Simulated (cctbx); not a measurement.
# MnInSiO5: precision against data quality

Space group C2/c (no. 15), a = 6.9320 Å, b = 8.4280 Å, c = 7.3630 Å, α = 90.00°, β = 115.86°, γ = 90.00°.

| atom | mult. | x | y | z | Ueq (Å²) |
| --- | --- | --- | --- | --- | --- |
| In1 | 4 | 1/2 | 0.6614 | 1/4 | 0.0121 |
| Mn1 | 4 | 1/2 | 0 | 0 | 0.0112 |
| Si1 | 4 | 1/2 | 0.3210 | 1/4 | 0.0174 |
| O1 | 4 | 1/2 | 0.0777 | 3/4 | 0.0181 |
| O2 | 8 | 0.1826 | 0.0483 | 0.9101 | 0.0174 |
| O3 | 8 | 0.3959 | 0.2142 | 0.3864 | 0.0202 |

This is a model crystal, built by substitution and not relaxed, with assumed displacement parameters.

Five simulated data sets (cctbx; Ag Kα, λ = 0.56087 Å; 3 % proportional error) differ in resolution or exposure (noise floor 2 counts in the first three, 8 in the last two). Each is refined with the right model, isotropic at 1.1 Å and anisotropic otherwise. How do the figures of merit and the uncertainties move?

```
d min (Å)  top counts  ⟨I/σ⟩ (unmerged, absences included)  unique  param. (scale apart)   Rint      R1  GooF  largest s.u. xyz (fractional)  s.u. U of O1 (Å²)  largest error (Å)
      1.1       40000                                 11.2     146                    15  0.023  0.0132  1.22                        0.00055             0.0012             0.0036
     0.84       40000                                 10.7     324                    39  0.017  0.0105  0.90                        0.00026             0.0011             0.0033
      0.6       40000                                  8.8     889                    39  0.024  0.0133  0.91                        0.00019             0.0006             0.0029
     0.75         300                                  1.0     435                    39  0.224  0.0810  0.94                        0.00378             0.0259             0.0419
     0.75        3000                                  4.2     435                    39  0.045  0.0275  0.94                        0.00080             0.0034             0.0120
```

The number of reflections grows roughly as 1/d³: 146, 324 and 889 here. R1 follows the noise rather than the truth: at 300 counts it is 0.0810, at 3000 counts 0.0275, while GooF is 0.94 and 0.94: the weights 1/σ² carry the noise. The s.u. of U (U11 where anisotropic) for O1 goes 0.0012, 0.0011, 0.0006 Å² with resolution and 0.0259, 0.0034 Å² with exposure.

The 1.1 Å row also differs in its displacement model, so it isn't a clean test of resolution.

Hardware for the 0.6 Å refinement: 0.71 s on 1 thread of Arm Neoverse N1, with other jobs on the host, peak memory 0.09 GiB.

[Logs are printed without paths, hosts, clocks, repeated set-up lines and the standing remarks that a program may print on its own settings, such as how far it seeks lower states.]
